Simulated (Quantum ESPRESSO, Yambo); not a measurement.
Planning a run of Quantum ESPRESSO 7.5 on Te2Mo (P6_3/mmc). The input:

```
&control
  calculation = 'nscf'
  prefix = 'x'
  outdir = 'o'
  pseudo_dir = 'pseudo'
/
&system
  ibrav = 0
  nat = 6
  ntyp = 2
  ecutwfc = 88.0
  nbnd = 194
  force_symmorphic = .true.
  noncolin = .true.
  lspinorb = .true.
/
&electrons
  conv_thr = 1e-9
  electron_maxstep = 80
  diago_full_acc = .true.
  diago_thr_init = 5e-6
/
ATOMIC_SPECIES
  Te 127.6 Te.upf
  Mo 95.95 Mo.upf
CELL_PARAMETERS angstrom
  3.5182000000 -0.0000000000 0.0000000000
  -1.7591000000 3.0468505756 0.0000000000
  0.0000000000 0.0000000000 13.9736000000
ATOMIC_POSITIONS crystal
  Te 0.3333333333 0.6666666667 0.6210000000
  Te 0.6666666667 0.3333333333 0.1210000000
  Te 0.3333333333 0.6666666667 0.8790000000
  Te 0.6666666667 0.3333333333 0.3790000000
  Mo 0.3333333333 0.6666666667 0.2500000000
  Mo 0.6666666667 0.3333333333 0.7500000000
K_POINTS automatic
  12 12 4 0 0 0
```

```sh
OMP_NUM_THREADS=1 mpirun -n 16 pw.x -nk 4 -in pw.in > pw.out
```

**Question.** Estimate wall time and host memory on 16 MPI ranks of Arm Neoverse V2, shared host.

It took 3.8 min; on shared hardware allow 1.9 min to 7.6 min. Peak host memory was 3.0 GiB.

[Paths, hosts, dates, memory and timing lines, banners, echoed tables and standing remarks are left out of the program output.]

[Logs are printed without paths, hosts, clocks, repeated set-up lines and the standing remarks that a program may print on its own settings, such as how far it seeks lower states.]

[Runs of the session that timed out or met a known fault of the program may be left out.]

[Hosts, paths, dates, database ids (printed as entryN), source tags and the programs' standing remarks are cut or masked in the printed files.]
